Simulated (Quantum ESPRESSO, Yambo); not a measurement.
# NH4Br (P-43m): G0W0 with Yambo, start to end, part 2 of 3

How does a plane-wave GW calculation on NH4Br (P-43m) run from the first input to the gap?

Quantum ESPRESSO 7.5 and Yambo 5.3.0; PBEsol and many-body steps on it, plane waves. Known limits of the many-body steps: not at the basis limit; coarse k mesh.

So far. Step 2 (Ground state): The gap is direct, at Γ. Step 3 (Bands along the symmetry lines): The gap is 4.024 eV, as in the run before at this level.

### Step 4. Empty states on the mesh, 4×4×4 mesh, 170 bands

Level of this step: DFT, PBEsol with spin-orbit coupling, plane waves, norm-conserving pseudopotentials (Quantum ESPRESSO).

The sums over transitions need many empty states on a uniform mesh; this step solves for them.

File pw.in:

```
&control
  calculation = 'nscf'
  prefix = 'x'
  outdir = 'o'
  pseudo_dir = 'pseudo'
/
&system
  ibrav = 0
  nat = 6
  ntyp = 3
  ecutwfc = 72.0
  nbnd = 170
  force_symmorphic = .true.
  noncolin = .true.
  lspinorb = .true.
/
&electrons
  conv_thr = 1e-9
  electron_maxstep = 80
  diago_full_acc = .true.
  diago_thr_init = 5e-6
/
ATOMIC_SPECIES
  H 1.008 H.upf
  Br 79.904 Br.upf
  N 14.007 N.upf
CELL_PARAMETERS angstrom
  4.0000000000 0.0000000000 0.0000000000
  0.0000000000 4.0000000000 0.0000000000
  0.0000000000 0.0000000000 4.0000000000
ATOMIC_POSITIONS crystal
  H 0.1480000000 0.1480000000 0.1480000000
  H 0.1480000000 0.8520000000 0.8520000000
  H 0.8520000000 0.8520000000 0.1480000000
  H 0.8520000000 0.1480000000 0.8520000000
  Br 0.5000000000 0.5000000000 0.5000000000
  N 0.0000000000 0.0000000000 0.0000000000
K_POINTS automatic
  4 4 4 0 0 0
```

Command:

```
$ OMP_NUM_THREADS=1 mpirun -n 4 pw.x -nk 4 -in pw.in > pw.out
```

Log:

```text
[banner, memory and clock lines left out]
Program PWSCF v.7.5 starts

     Atomic positions and unit cell read from directory:
     o/x.save/

     Message from routine setup:
     using ibrav=0 with symmetry is DISCOURAGED, use correct ibrav instead

     G-vector sticks info

     bravais-lattice index     =            0
     lattice parameter (alat)  =       7.5589  a.u.
     unit-cell volume          =     431.8934 (a.u.)^3
     number of atoms/cell      =            6
     number of atomic types    =            3
     number of electrons       =        16.00
     number of Kohn-Sham states=          170
     kinetic-energy cutoff     =      72.0000  Ry
     charge density cutoff     =     288.0000  Ry
     Exchange-correlation= PBESOL
                           (   1   4  10   8   0   0   0)
     Non magnetic calculation with spin-orbit

     celldm(1)=   7.558904  celldm(2)=   0.000000  celldm(3)=   0.000000
     celldm(4)=   0.000000  celldm(5)=   0.000000  celldm(6)=   0.000000

     crystal axes: (cart. coord. in units of alat)
               a(1) = (   1.000000   0.000000   0.000000 )
               a(2) = (   0.000000   1.000000   0.000000 )
               a(3) = (   0.000000   0.000000   1.000000 )

     reciprocal axes: (cart. coord. in units 2 pi/alat)
               b(1) = (  1.000000  0.000000  0.000000 )
               b(2) = (  0.000000  1.000000  0.000000 )
               b(3) = (  0.000000  0.000000  1.000000 )
     Pseudo is Norm-conserving, Zval =  1.0
     Generated using ONCVPSP code by D. R. Hamann
     Using radial grid of 1180 points,  4 beta functions with:
     Pseudo is Norm-conserving + core correction, Zval =  7.0
     Generated using ONCVPSP code by D. R. Hamann
     Using radial grid of 1110 points, 10 beta functions with:
     Pseudo is Norm-conserving + core correction, Zval =  5.0
     Generated using ONCVPSP code by D. R. Hamann
     Using radial grid of 1070 points,  6 beta functions with:
     H                 1.00     1.00800     H ( 1.00)
     Br                7.00    79.90400     Br( 1.00)
     N                 5.00    14.00700     N ( 1.00)

     24 Sym. Ops. (no inversion) found

   Cartesian axes

     site n.     atom                  positions (alat units)
         1        H      tau(   1) = (   0.1480000   0.1480000   0.1480000  )
         2        H      tau(   2) = (   0.1480000   0.8520000   0.8520000  )
         3        H      tau(   3) = (   0.8520000   0.8520000   0.1480000  )
         4        H      tau(   4) = (   0.8520000   0.1480000   0.8520000  )
         5        Br     tau(   5) = (   0.5000000   0.5000000   0.5000000  )
         6        N      tau(   6) = (   0.0000000   0.0000000   0.0000000  )

     number of k points=    10
                       cart. coord. in units 2pi/alat
        k(    1) = (   0.0000000   0.0000000   0.0000000), wk =   0.0156250
        k(    2) = (   0.0000000   0.0000000   0.2500000), wk =   0.0937500
        k(    3) = (   0.0000000   0.0000000  -0.5000000), wk =   0.0468750
[...]
k(    9) = (   0.2500000  -0.5000000  -0.5000000), wk =   0.0937500
        k(   10) = (  -0.5000000  -0.5000000  -0.5000000), wk =   0.0156250

     Dense  grid:    35585 G-vectors     FFT dimensions: (  45,  45,  45)

     The potential is recalculated from file :
     o/x.save/charge-density

     Starting wfcs are   24 randomized atomic wfcs +  146 random wfcs

     Band Structure Calculation

     End of band structure calculation

          k = 0.0000 0.0000 0.0000 (  4457 PWs)   bands (ev):

   -17.2438 -17.2438 -11.6080 -11.6080  -6.5046  -6.5046  -6.4887  -6.4887
    -6.4887  -6.4887   0.6583   0.6583   1.1551   1.1551   1.1551   1.1551
     5.1786   5.1786   7.8779   7.8779   7.8779   7.8779  10.8718  10.8718
[...]
[... 10 further rows ...]
[...]
64.7872  64.7872

          k = 0.0000 0.0000 0.2500 (  4472 PWs)   bands (ev):

[...]
[... 10 further rows ...]
[...]
61.2222  61.2222

          k = 0.0000 0.0000-0.5000 (  4436 PWs)   bands (ev):

[...]
32.8787  32.8787  33.1252  33.1252  33.1809  33.1809  33.8133  33.8133
     [... 10 further rows ...]
    61.6522  61.6522  62.6746  62.6746  62.6753  62.6753  62.7001  62.7001
    62.7779  62.7779

          k = 0.0000 0.2500 0.2500 (  4466 PWs)   bands (ev):

     [... further k-points ...]

     highest occupied, lowest unoccupied level (ev):     1.1551    5.1786

     XML data file, pseudopotentials, collected wavefunctions
```

Wall time 40 s (4 MPI ranks of Arm Neoverse V2, shared host); peak memory 0.74 GiB; 2.7 min of CPU time.

This step gave:

```
gap                                                           : 4.024 eV
k of the valence top                                          : 0, 0, 0
k of the conduction bottom                                    : 0, 0, 0
least direct gap                                              : 4.024 eV
k points computed                                             : 10
lowest point of the top converged band, above the valence top : 59.0838 eV
```

On this mesh the gap is 4.024 eV.

### Step 5. Conversion and set-up

This step: Yambo 5.3.0; conversion and set-up on PBEsol with spin-orbit coupling, plane waves, norm-conserving pseudopotentials.

The states are converted to the many-body program's format and the q mesh is built.

Command:

```
$ (cd o/x.save; p2y > p2y.log; mv SAVE ../..); yambo > setup.log
```

Log:

```text
 Yambo, version 5.3.0

 [02] CORE Variables Setup
 =========================

  [02.01] Unit cells
  ==================

  Cell kind             :  CUB
  Atoms in the cell     :  H  Br  N
  number of H  atoms    :   4
  number of Br atoms    :  1
  number of N  atoms    :  1

  List of atomic masses
  Mass of H     :  1.008000
  Mass of Br    :  79.90400
  Mass of N     :  14.00700

  List of atomic coordinates    : [cc]
  H1       :  1.118718  1.118718  1.118718  order 1
  H2       :  1.118718  6.440187  6.440187  order 2
  H3       :  6.440187  6.440187  1.118718  order 3
  H4       :  6.440187  1.118718  6.440187  order 4
  Br1       :  3.779452  3.779452  3.779452  order 5
  N1       :  0.000000  0.000000  0.000000  order 6

  Alat factors          :  7.558904  7.558904  7.558904 [a.u.]
  Direct lattice volume :  431.8934 [a.u.]
  Direct lattice vectors:  A[ 1 ]  A[ 2 ]  A[ 3 ]
   A[ 1 ]:  1.000000  0.000000  0.000000  [iru]
   7.558904  0.000000  0.000000  [cc]
   A[ 2 ]:  0.000000  1.000000  0.000000  [iru]
   0.000000  7.558904  0.000000  [cc]
   A[ 3 ]:  0.000000  0.000000  1.000000  [iru]
   0.000000  0.000000  7.558904  [cc]

  Recip. lattice volume :  0.574332 [a.u.]
  Recip. lattice vectors:  B[ 1 ]  B[ 2 ]  B[ 3 ]
   B[ 1 ]:  1.000000  0.000000  0.000000  [iku]
   0.831230  0.000000  0.000000  [cc]
   B[ 2 ]:  0.000000  1.000000  0.000000  [iku]
   0.000000  0.831230  0.000000  [cc]
   B[ 3 ]:  0.000000  0.000000  1.000000  [iku]
   0.000000  0.000000  0.831230  [cc]

  [02.02] Symmetries
  ==================

  Inversion symmetry    : yes
  Spatial inversion     : no
  Inversion index       :  25
  K-space Time-reversal : yes
  Magnetic symmetries   : no
  Time-reversal derived K-space symmetries:   25   48
  Group table correct   : yes
  Symmetries units      :  [cc]

   [S  1]:  1.000000  0.000000  0.000000  0.000000  1.000000  0.000000  0.000000  0.000000  1.000000
   [S  2]: -1.000000  0.000000  0.000000  0.000000 -1.000000  0.000000  0.000000  0.000000  1.000000
   [S  3]: -1.000000  0.000000  0.000000  0.000000  1.000000  0.000000  0.000000  0.000000 -1.000000
[...]
[S  9]:  0.000000  1.000000  0.000000  0.000000  0.000000  1.000000  1.000000  0.000000  0.000000
   [S 10]:  0.000000 -1.000000  0.000000  0.000000  0.000000 -1.000000  1.000000  0.000000  0.000000
     [... 36 further rows ...]
   [S*47]:  1.000000 -0.000000 -0.000000 -0.000000 -0.000000 -1.000000 -0.000000  1.000000 -0.000000
   [S*48]:  1.000000 -0.000000 -0.000000 -0.000000 -0.000000  1.000000 -0.000000 -1.000000 -0.000000

  [02.03] Reciprocal space
  ========================

  nG shells         :   349
  nG charge         :   35585
  nG WFs            :   5566
  nC WFs            :   4492
  G-vecs. in first 34 shells:  [ Number ]
     1    7   19   27   33   57   81   93  123
    147   171   179   203   251   257   305   341   365
[...]
K/Q-points units:
  rlu = crystal or reduced units; cc = cartesian coordinates; iku = interal k-units

  K [ 1]         [rlu]:  0.000000  0.000000  0.000000
         WF components:   4457
  K [ 2]         [rlu]:  0.000000  0.000000  0.250000
         WF components:   4472
  K [ 3]         [rlu]:  0.000000  0.000000 -0.500000
         WF components:   4436
[...]
K [ 8]         [rlu]:  0.250000  0.250000 -0.500000
[...]
K [ 9]         [rlu]:  0.250000 -0.500000 -0.500000
         WF components:   4492
  K [10]         [rlu]: -0.500000 -0.500000 -0.500000
         WF components:   4416

  [02.05] Energies & Occupations
  ==============================

  [X] === General ===
  [X] Electronic Temperature                        :  0.000000  0.000000 [eV K]
  [X] Bosonic    Temperature                        :  0.000000  0.000000 [eV K]
  [X] Finite Temperature mode                       : no
  [X] El. density                                   :  0.25000E+24 [cm-3]
  [X] Fermi Level                                   :  1.155084 [eV]

  [X] === Gaps and Widths ===
  [X] Conduction Band Min                           :  4.023560 [eV]
  [X] Valence Band Max                              :  0.000000 [eV]
  [X] Filled Bands                                  :  16
  [X] Empty Bands                                   :   17  170
  [X] Direct Gap                                    :  4.023560 [eV]
  [X] Direct Gap localized at k                     :  1
  [X] Indirect Gap                                  :  4.023560 [eV]
  [X] Indirect Gap between kpts                     :  1  1
  [X] Last valence band width                       :  1.421548 [eV]
  [X] 1st conduction band width                     :  3.649013 [eV]

  E @ K [ 1]:  [eV]
  -18.39892 -18.39892 -12.76303 -12.76303  -7.65970  -7.65970  -7.64383  -7.64383
   -7.64383     -7.64383    -0.496746    -0.496746    -0.562736E-8 -0.443967E-8 -0.174679E-8   0.00000
   4.023560  4.023560  6.722850  6.722850  6.722850  6.722850  9.716716  9.716716
[...]
occ @ K [ 1]
[...]
E @ K [ 2]:  [eV]
[...]
occ @ K [ 2]
[...]
E @ K [ 3]:  [eV]
[...]
occ @ K [ 3]
[...]
E @ K [ 8]:  [eV]
[...]
occ @ K [ 8]
[...]
E @ K [ 9]:  [eV]
[...]
occ @ K [ 9]
[...]
E @ K [10]:  [eV]
[...]
occ @ K [10]
[...]
0.000000  0.000000  0.000000  0.000000  0.000000  0.000000  0.000000  0.000000
   0.000000  0.000000  0.000000  0.000000  0.000000  0.000000  0.000000  0.000000

 [03] Transferred momenta grid and indexing
 ==========================================

 IBZ Q-points                                      :  10
 BZ  Q-points                                      :   64

 K/Q-points units:
 rlu = crystal or reduced units; cc = cartesian coordinates; iku = interal k-units

 Q [ 1]         [rlu]:  0.000000  0.000000  0.000000
 Q [ 2]         [rlu]:  0.000000  0.000000  0.250000
 Q [ 3]         [rlu]:  0.000000  0.000000 -0.500000
[...]
Q [ 8]         [rlu]:  0.250000  0.250000 -0.500000
 Q [ 9]         [rlu]:  0.250000 -0.500000 -0.500000
 Q [10]         [rlu]: -0.500000 -0.500000 -0.500000

  [03.01] X indexes
  =================

   [03.01.01] Sigma indexes
   ========================

 [06] Game Over & Game summary
```

The job ended after 2.7 s (1 MPI rank; peak memory 0.25 GiB).

(Continued in part 3 of 3.)

[Paths, hosts, dates, memory and timing lines, banners, echoed tables and standing remarks are left out of the program output.]

[Logs are printed without paths, hosts, clocks, repeated set-up lines and the standing remarks that a program may print on its own settings, such as how far it seeks lower states.]

[Runs of the session that timed out or met a known fault of the program may be left out.]

[Hosts, paths, dates, database ids (printed as entryN), source tags and the programs' standing remarks are cut or masked in the printed files.]
